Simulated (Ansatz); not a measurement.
# CaCd2AsP (built on the sites of a database entry of CaCd2P2): relaxing the cell for a phonon run

Aim: bring CaCd2AsP (built on the sites of a database entry of CaCd2P2) to small forces and stress, as phonons need.

Program: Ansatz 0.2.0. Level of theory: DFT r2SCAN, scalar-relativistic, plane waves, PAW. Results are calculated unless marked as measured.

The structure was built from a prototype and need not be the compound's stable phase.

### Step 1. The starting structure

Symmetry: P3m1, No. 156, trigonal system. The conventional cell has a = 4.314 Å, b = 4.314 Å, c = 7.092 Å, α = 90.00°, β = 90.00°, γ = 120.00°. Ca has 3 P at 3.02 Å and 3 As at 3.02 Å nearest. Nearest to Cd lie 3 As at 2.64 Å and 1 P at 2.81 Å. Nearest to Cd lie 3 P at 2.64 Å and 1 As at 2.81 Å. Nearest to P lie 4 Cd at 2.64 to 2.81 Å and 3 Ca at 3.02 Å. As has 4 Cd at 2.64 to 2.81 Å and 3 Ca at 3.02 Å nearest. Farther neighbours are not listed.

### Step 2. Probe on a coarse mesh

A quick single point on a coarse mesh tells whether the cell has a gap and how far it is from rest, which sets the k mesh and smearing that follow.

input.yaml

```yaml
crystal:
  lattice:
    - [4.31437, 0.0, 0.0]
    - [-2.15719, 3.73636, 0.0]
    - [0.0, 0.0, 7.09244]
  atoms:
    - { symbol: Ca, position: [0.0, 0.0, 0.0] }
    - { symbol: Cd, position: [0.3333333333, 0.6666666667, 0.6369] }
    - { symbol: Cd, position: [0.6666666667, 0.3333333333, 0.3631] }
    - { symbol: P, position: [0.3333333333, 0.6666666667, 0.2405] }
    - { symbol: As, position: [0.6666666667, 0.3333333333, 0.7595] }
kpoints:
  mp_grid: { grid: [6, 6, 4] }
hamiltonian:
  xc: r2scan
scf:
  occupations: { method: gaussian, width: 0.1 }
output:
  forces: true
  stress: true
  eigenvalues: true
```

Launch:

```console
$ ansatz run input.yaml --threads 8 --pin off --max-ram 14336MiB --backend cpu --events-out ev --progress --plain --runs-dir out
```

Numbers of over 12 decimals in the logs are rounded to 6 here.

The log of the run:

```text
Engine: ansatz 0.2.0, aarch64-unknown-linux-gnu
Pseudopotentials: kind: paw
Pseudopotential: Ca, paw, valence charge 10, recommended cutoff 500 eV (meta_gga), Ca.paw.azcp
Pseudopotential: Cd, paw, valence charge 20, recommended cutoff 500 eV (meta_gga), Cd.paw.azcp
Pseudopotential: P, paw, valence charge 5, recommended cutoff 500 eV (meta_gga), P.paw.azcp
[...]
k-point 0: bands = [... 31 lower, 8.8795, 10.0357, 10.1463, 10.1463, 11.2581, 11.4745, 12.8958, 13.1658, ... 2 higher]
  k-point 1: bands = [... 31 lower, 9.0140, 9.0140, 9.9125, 9.9125, 11.4248, 12.1036, 13.2412, 13.2412, ... 2 higher]
  k-point 2: bands = [... 31 lower, 9.2758, 9.2758, 9.5619, 9.5619, 11.4848, 12.2688, 13.2404, 13.2404, ... 2 higher]
  k-point 23: bands = [... 31 lower, 6.5784, 7.3737, 8.5224, 8.5412, 12.5631, 12.6069, 14.0331, 14.4277, ... 2 higher]
[key lines of the parts left out:]
SCF converged after 7 iterations
Free energy (F): -23985.388234 eV
Fermi energy:    10.705284 eV
P = ⅓ Tr σ = 1.4763 GPa (14.763 kbar)
```

It took 3.3 s on 8 threads of Arm Neoverse V2, shared host; peak memory 0.75 GiB; 23 s of CPU time.

This step gave:

```
pressure           : 1.476 GPa
gap on the k-mesh  : 1.112 eV
volume per atom    : 22.87 Å³
direct gap on mesh : 1.112 eV
```

The coarse mesh shows a gap of 1.11 eV and a pressure of 1.5 GPa.

### Step 3. Bringing the structure to rest

The cell and atoms are relaxed, since residual forces and stress would shift the frequencies.

Edit input.yaml of step 2 so:

```diff
@@ -16,3 +16,3 @@
 scf:
-  occupations: { method: gaussian, width: 0.1 }
+  occupations: { method: gaussian, width: 0.02 }
 output:
@@ -21 +21,10 @@
   eigenvalues: true
+  write_density: true
+  write_potential: true
+  elf: true
+  volumetric_format: npy
+relax:
+  adjacent_minimum: "off"
+  f_tol: 0.005
+  max_steps: 80
+  cell: { stress_tol: 0.05 }
```

The log of the run:

```text
[...]
Crystal: 5 atoms, lattice volume = 114.330 Å³
Basis set: ecut = 500 eV, 2875 PW (Γ), exchange–correlation on 128×128×216 points (64 copies of the dense FFT grid, shifted against one another)
Bands: 42, of which v1, the nominal top of the filled ones, is band 35 counted from 1 (34 counted from 0)
Symmetry: 6 space group operations
[...]
k-points: 24 of 144 (time reversal used)
[...]
SCF iter   1: F=—  HF=-23985.334104 eV  |F-HF|=—  |Δ(HF+E_count)|=         —  Δρ=6.06e-3  dr2=4.61e-2  dr2_τ=2.91e-2  ethr=1.77e-3  ⟨swp⟩=9.5  Hψ=4596  notcnv=0
[...]
SCF iter   7: F=-23985.388234 eV  HF=-23985.388234 eV  |F-HF|=1.59e-8  |Δ(HF+E_count)|=   3.93e-7  Δρ=7.29e-6  dr2=7.78e-8  dr2_τ=2.42e-9  ethr=1.43e-10  ⟨swp⟩=16.5  Hψ=9613  notcnv=0
SCF 1 converged in 7 iterations: F = -23985.388234 eV  dr2 = 7.78e-8
[...]
relax step   1: F+E_penalty+E_count = -23985.38823405 eV  Δ(F+E_penalty+E_count) = +0.000e0 eV  max|allowed force component| = 3.199e-1 eV/Å  Δτ_max = 0.0000 Å  P = +1.476 GPa  Ω = 114.330 Å³  (7 SCF iters, dr2 threshold 1.00e-7 eV, accepted)
Crystal: 5 atoms, lattice volume = 117.840 Å³
Basis set: ecut = 500 eV, 2995 PW (Γ), exchange–correlation on 128×128×216 points (64 copies of the dense FFT grid, shifted against one another)
[...]
iter 1 solved again at ethr=6.42e-5 eV; its pass at ethr=3.10e-3 eV (dr2=4.49e-2 eV) is discarded
[...]
SCF iter   8: F=-23985.397538 eV  HF=-23985.397537 eV  |F-HF|=7.73e-9  |Δ(HF+E_count)|=   1.20e-7  Δρ=5.59e-6  dr2=5.58e-8  dr2_τ=3.03e-9  ethr=7.14e-10  ⟨swp⟩=11.1  Hψ=6933  notcnv=0
SCF 2 converged in 8 iterations: F = -23985.397538 eV  dr2 = 5.58e-8
relax step   2: F+E_penalty+E_count = -23985.39753750 eV  Δ(F+E_penalty+E_count) = -9.303e-3 eV  max|allowed force component| = 3.461e-1 eV/Å  Δτ_max = 0.0872 Å  P = -0.781 GPa  Ω = 117.840 Å³  energy of the carried Pulay correction = -1.032e-3 eV  (8 SCF iters, dr2 threshold 5.00e-7 eV, accepted)
Crystal: 5 atoms, lattice volume = 116.414 Å³
Basis set: ecut = 500 eV, 2947 PW (Γ), exchange–correlation on 128×128×216 points (64 copies of the dense FFT grid, shifted against one another)
[...]
SCF iter   7: F=-23985.417123 eV  HF=-23985.417123 eV  |F-HF|=3.25e-9  |Δ(HF+E_count)|=   3.23e-7  Δρ=5.77e-6  dr2=6.37e-8  dr2_τ=2.92e-9  ethr=7.14e-10  ⟨swp⟩=11.8  Hψ=7120  notcnv=0
SCF 3 converged in 7 iterations: F = -23985.417123 eV  dr2 = 6.37e-8
  Residual-converged pass: ⟨swp⟩=1.2  Hψ=1108  notcnv=0  max |occ|·‖R‖ = 7.1e-9 eV (tolerance 1.0e-8 eV)  dr2=6.37e-8  dr2_τ=2.92e-9  dr2_onsite=3.09e-9  max |Δocc| = 1.6e-267
relax step   3: F+E_penalty+E_count = -23985.41712337 eV  Δ(F+E_penalty+E_count) = -1.959e-2 eV  max|allowed force component| = 6.578e-2 eV/Å  Δτ_max = 0.0417 Å  P = +0.097 GPa  Ω = 116.414 Å³  energy of the carried Pulay correction = -6.168e-4 eV  (7 SCF iters, dr2 threshold 5.00e-7 eV, accepted)
[...]
relax step   4: F+E_penalty+E_count = -23985.41734344 eV  Δ(F+E_penalty+E_count) = -2.201e-4 eV  max|allowed force component| = 4.521e-2 eV/Å  Δτ_max = 0.0125 Å  P = -0.019 GPa  Ω = 116.486 Å³  energy of the carried Pulay correction = -6.377e-4 eV  (5 SCF iters, dr2 threshold 2.70e-7 eV, accepted)
[...]
relax step   5: F+E_penalty+E_count = -23985.41768261 eV  Δ(F+E_penalty+E_count) = -3.392e-4 eV  max|allowed force component| = 7.662e-3 eV/Å  Δτ_max = 0.0069 Å  P = -0.030 GPa  Ω = 116.612 Å³  energy of the carried Pulay correction = -6.746e-4 eV  (5 SCF iters, dr2 threshold 1.28e-7 eV, accepted)
[...]
relax step   6: F+E_penalty+E_count = -23985.41772610 eV  Δ(F+E_penalty+E_count) = -4.349e-5 eV  max|allowed force component| = 4.091e-3 eV/Å  Δτ_max = 0.0020 Å  P = +0.022 GPa  Ω = 116.494 Å³  energy of the carried Pulay correction = -6.400e-4 eV  (6 SCF iters, dr2 threshold 3.67e-9 eV, accepted)
[...]
SCF iter   5: F=-23985.418415 eV  HF=-23985.418415 eV  |F-HF|=7.28e-12  |Δ(HF+E_count)|=  1.42e-10  Δρ=1.42e-7  dr2=1.54e-11  dr2_τ=2.34e-12  ethr=1.00e-12  ⟨swp⟩=6.9  Hψ=4500  notcnv=0
SCF 7 converged in 5 iterations: F = -23985.418415 eV  dr2 = 1.54e-11
relax step   7: F+E_penalty+E_count = -23985.41841467 eV  Δ(F+E_penalty+E_count) = -6.886e-4 eV  max|allowed force component| = 4.076e-3 eV/Å  Δτ_max = 0.0000 Å  P = +0.026 GPa  Ω = 116.494 Å³  stress off target by 4.91e-2 GPa  SCF on the basis re-selected at this cell (its energy is not comparable with the rows above)  (5 SCF iters)
basis re-selected at this cell: Δ(F+E_penalty+E_count) = -6.886e-4 eV, ΔP = +0.004 GPa vs the last step (what re-selecting the basis moved, of the pressure what is left beyond the Pulay correction that the steps carried, after the strain that the cell walked since its last selection, with what the two solves' SCF thresholds leave and, on support functions, any second-order correction that the steps lacked; it is no m [...]
SCF converged after 5 iterations
Free energy (F): -23985.418415 eV
[...]
Internal energy: -23985.418415 eV  (E = F + TS)
E sigma→0 (E₀):  -23985.418415 eV
Fermi energy:    10.370085 eV
[...]
--- Forces (eV/Å), atoms counted from 1 ---
  atom   1  Ca     0.00000000     0.00000000    -0.00362722
  atom   2  Cd    -0.00000000     0.00000000     0.00407611
  atom   3  Cd     0.00000000     0.00000000     0.00052794
  atom   4  P     -0.00000000    -0.00000000    -0.00069804
  atom   5  As     0.00000000    -0.00000000    -0.00028031
  max |Σ_I F_I| component: 1.52e-6 eV/Å
--- Stress (GPa, compression-positive) ---
        0.014370      -0.000000       0.000000
       -0.000000       0.014370       0.000000
        0.000000       0.000000       0.049109
  P = ⅓ Tr σ = 0.0259 GPa (0.259 kbar)
--- Band table (eV; the first three rows and the last of 24) ---
  k-point 0: bands = [... 31 lower, 8.5786, 9.7445, 9.8780, 9.8780, 10.8619, 11.1740, 12.6655, 12.8787, ... 3 higher]
  k-point 1: bands = [... 31 lower, 8.7031, 8.7381, 9.6567, 9.6567, 11.0554, 11.7975, 12.9514, 12.9514, ... 3 higher]
  k-point 2: bands = [... 31 lower, 8.9134, 8.9134, 9.3597, 9.3597, 11.1226, 11.9872, 12.9512, 12.9512, ... 3 higher]
  k-point 23: bands = [... 31 lower, 6.3932, 7.1671, 8.2345, 8.3652, 12.2639, 12.3231, 13.7234, 13.9978, ... 3 higher]
--- Relaxed structure (6 steps of the walk, 6 accepted, 1 SCFs on fresh bases) ---
  F+E_penalty+E_count = -23985.41841467 eV   max|allowed force component| = 4.076e-3 eV/Å   (the final SCF, on the basis selected at the relaxed cell)
  cell:  # Å, volume = 116.4936 Å³
    - [4.348099, 2.909317061299485e-6, 0]
    - [-2.174052, 3.765563, -2.6325781947665105e-18]
    - [0, -4.997223244798624e-18, 7.114960]
  atoms:
    - { symbol: Ca, position: [-2.957541481852683e-19, -5.915076108624118e-19, 0.00486142] }
    - { symbol: Cd, position: [0.333333, 0.666667, 0.630482] }
    - { symbol: Cd, position: [0.666667, 0.333333, 0.359053] }
    - { symbol: P, position: [0.333333, 0.666667, 0.241847] }
    - { symbol: As, position: [0.666667, 0.333333, 0.763756] }
```

The job ended after 26 s (8 threads; peak memory 0.85 GiB; 3.1 min of CPU time).

Step by step:

| step | energy less that of the first step (eV) | largest force component (eV/Å) | pressure (GPa) | volume (Å³) |
| --- | --- | --- | --- | --- |
| 1 | 0.0000 | 0.3199 | 1.48 | 114.33 |
| 2 | -0.0093 | 0.3461 | -0.78 | 117.84 |
| 3 | -0.0289 | 0.0658 | 0.10 | 116.41 |
| 4 | -0.0291 | 0.0452 | -0.02 | 116.49 |
| 5 | -0.0294 | 0.0077 | -0.03 | 116.61 |
| 6 | -0.0295 | 0.0041 | 0.02 | 116.49 |
| 7* | -0.0302 | 0.0041 | 0.03 | 116.49 |

Relaxation steps marked * repeat the geometry before them on a plane-wave basis chosen anew for their cell, so energy and pressure can jump there.

The run keeps the 6 symmetry operations that it works with, so distortions that break them were not tested.

| conventional cell, symmetrised | before | after | change |
| --- | --- | --- | --- |
| a (Å) | 4.314 | 4.348 | +0.8 % |
| b (Å) | 4.314 | 4.348 | +0.8 % |
| c (Å) | 7.092 | 7.115 | +0.3 % |
| volume (Å³/atom) | 22.87 | 23.30 | +1.9 % |

The atoms that moved most (Å, as changes of fractional coordinates times the final cell):

| atom | dx | dy | dz | length |
| --- | --- | --- | --- | --- |
| Cd2 | 0.000 | 0.000 | -0.046 | 0.046 |
| Ca1 | 0.000 | 0.000 | 0.035 | 0.035 |
| As5 | 0.000 | 0.000 | 0.030 | 0.030 |
| Cd3 | 0.000 | 0.000 | -0.029 | 0.029 |
| P4 | 0.000 | 0.000 | 0.010 | 0.010 |

Numbers from this step:

```yaml
pressure: 0.02595 GPa
gap_on_the_k_mesh: 0.9839 eV
volume_per_atom: 23.30 Å³
direct_gap_on_mesh: 0.9839 eV
```

Electrostatic potential energy in the ac plane at fractional y = 0.333, with atoms of Cd and As within 0.2 Å of it. With pseudopotentials it is smooth inside the atoms' cores, unlike the true potential.

Ten even steps from '_' (-16 eV) to '@' (13 eV), each cell a mean:
```
%%%%%%%%%%@@@@@@@@@@@@@@@@@@
@@%%%%%%%%@@@@%%%%####%%@@@@
@@@@@@@@@@@@%%**==----++%%@@
@@@@@@@@@@@@##--**%%##--++%%
@@@@@@@@@@%%++==@@@@@@++==%%
@@@@@@@@@@%%**==%%@@@@++==%%
@@@@%%%%@@@@##--==**++--**%%
@@%%%%%%%%@@%%**==--==**%%@@
@@%%%%%%@@@@@@@@%%##%%%%@@@@
@@@@%%@@@@@@@@@@%%%%%%@@@@@@
@@@@@@@@@@@@@@%%##****##%%@@
@@@@@@@@@@@@%%==::....==##%%
@@@@@@@@@@%%**::______..++%%
@@@@@@@@@@%%++__________--##
@@@@@@@@@@%%++..________==##
@@@@@@@@@@%%##--______::++%%
@@@@@@@@@@@@%%**==----++%%@@
@@@@@@@@@@@@@@%%%%##%%%%@@@@
@@@@%%@@@@@@@@@@@@@@@@@@@@@@
@@%%%%%%@@@@@@@@@@@@@@@@@@@@
%%%%%%%%%%@@@@@@@@@@@@@@@@@@
%%%%##%%%%@@@@@@@@@@@@@@@@@@
```
Columns run along a (4.3 Å; values clipped at the 3rd and 97th percentile), rows up along c (7.1 Å). Atoms in or near the plane, at fractional coordinates: Cd at (0.67, 0.36), As at (0.67, 0.76).

ELF in the ac plane at fractional y = 0.333, with atoms of Cd and As within 0.2 Å of it. It is the smooth field of the valence electrons, not physical close to the nuclei.

Ten even steps from '0' (0.03) to '9' (0.86), each cell a mean:
```
00000136787741
10000368888874
31002688877887
52114787534788
52124786322578
42124776312577
31112577544676
21112467766775
11111356666653
11111123333332
11111111111111
11111112344311
12222124676421
24443125798531
35664224798521
57776313565422
67887422333213
67877521121124
55555421111123
12222110000001
00000000000000
00000002343210
```
Columns run along a (4.3 Å), rows up along c (7.1 Å). Atoms in or near the plane, at fractional coordinates: Cd at (0.67, 0.36), As at (0.67, 0.76).

Valence density in the ac plane at fractional y = 0.333, with atoms of Cd and As within 0.2 Å of it. It is the smooth field of the valence electrons, not physical close to the nuclei.

Ten steps, logarithmic in the rise over the least value, from '_' (0 e/Å³) to '@' (24 e/Å³), each cell a mean:
```
____________________________
______________..........____
____________..::------::..__
__________....--**####==::..
__________..::++%%@@@@**::..
__________..::==%%@@%%++::..
__________....--++****--::..
__________....::::----::....
______________............__
________________........____
______________....::....____
____________..::==++++--..__
____________::++##%%##++::..
__________..::**%%@@@@##--..
__________..::**%%@@%%**--..
..............==**##**++::..
..........__..::------::..__
__......________......______
____________________________
____________________________
____________________________
____________________________
```
Columns run along a (4.3 Å), rows up along c (7.1 Å). Atoms in or near the plane, at fractional coordinates: Cd at (0.67, 0.36), As at (0.67, 0.76).

In this step the volume went from 22.87 to 23.30 Å³/atom.

### Step 4. Relaxing to small forces for the phonons

Phonons need a cell at rest on their own settings, so the relaxation is repeated with tight tolerances on forces and stress on the k mesh and occupations of the first response run.

input.yaml

```yaml
crystal:
  lattice:
    - [4.3480988795, 2.9093e-06, 0.0]
    - [-2.1740519593, 3.7655626332, 0.0]
    - [0.0, 0.0, 7.1149597588]
  atoms:
    - { symbol: Ca, position: [0.0, 0.0, 0.0048614232] }
    - { symbol: Cd, position: [0.3333333333, 0.6666666667, 0.630481868] }
    - { symbol: Cd, position: [0.6666666667, 0.3333333333, 0.3590532367] }
    - { symbol: P, position: [0.3333333333, 0.6666666667, 0.241846979] }
    - { symbol: As, position: [0.6666666667, 0.3333333333, 0.7637564932] }
kpoints:
  mp_grid: { grid: [6, 6, 4] }
hamiltonian:
  xc: r2scan
scf:
  occupations: { method: fixed }
output:
  forces: true
  stress: true
  eigenvalues: true
relax:
  adjacent_minimum: "off"
  f_tol: 0.001
  max_steps: 60
  cell: { stress_tol: 0.01 }
```

The log of the run:

```text
[...]
Crystal: 5 atoms, lattice volume = 116.494 Å³
Basis set: ecut = 500 eV, 2947 PW (Γ), exchange–correlation on 128×128×216 points (64 copies of the dense FFT grid, shifted against one another)
Bands: 42, of which v1, the nominal top of the filled ones, is band 35 counted from 1 (34 counted from 0)
[... 1 set-up line as in the run before ...]
[...]
cell:  # Å, volume = 116.5528 Å³
    - [4.348136, 2.909337449367816e-6, 1.495316042970756e-19]
    - [-2.174070, 3.765594, -1.0978018863016935e-19]
    - [2.446843020820308e-19, 0, 7.118459]
  atoms:
    - { symbol: Ca, position: [0, 0, 0.00478775] }
    - { symbol: Cd, position: [0.333333, 0.666667, 0.630540] }
    - { symbol: Cd, position: [0.666667, 0.333333, 0.359068] }
    - { symbol: P, position: [0.333333, 0.666667, 0.241904] }
    - { symbol: As, position: [0.666667, 0.333333, 0.763700] }
[key lines of the parts left out:]
SCF converged after 5 iterations
Free energy (F): -23985.418427 eV
Fermi energy:    9.870921 eV
P = ⅓ Tr σ = -0.0002 GPa (-0.002 kbar)
```

Wall time 13 s (8 threads); peak memory 0.82 GiB; 95 s of CPU time.

Little changed from the start: no atom moved by 0.005 Å and no cell edge by 0.1 %.

This step gave:

```
pressure           : -2.32e-4 GPa
gap on the k-mesh  : 0.9833 eV
volume per atom    : 23.31 Å³
direct gap on mesh : 0.9833 eV
```

The largest force component left is 0.40 meV/Å and the pressure is 0.000 GPa, within the tolerances set. The cell now holds 23.31 Å³/atom.

### Step 5. Summary of results

- space group after relaxation (within 0.01 Å): P3m1
- lattice constant a: 4.348 Å
- lattice constant b: 4.348 Å
- lattice constant c: 7.118 Å
- volume per atom: 23.3 Å³
- gap on the k-mesh: 0.983 eV

**Reading.** The largest force component left is 0.40 meV/Å and the pressure is 0.000 GPa, within the tolerances set. The cell now holds 23.31 Å³/atom. The relaxation keeps the symmetry of its start, so it says nothing on stability against lower symmetry. The starting cell was built on a prototype and not taken from a measurement, so the phase need not exist.

[Logs are printed without paths, hosts, clocks, repeated set-up lines and the standing remarks that a program may print on its own settings, such as how far it seeks lower states.]

[Hosts, paths, dates, database ids (printed as entryN), source tags and the programs' standing remarks are cut or masked in the printed files.]
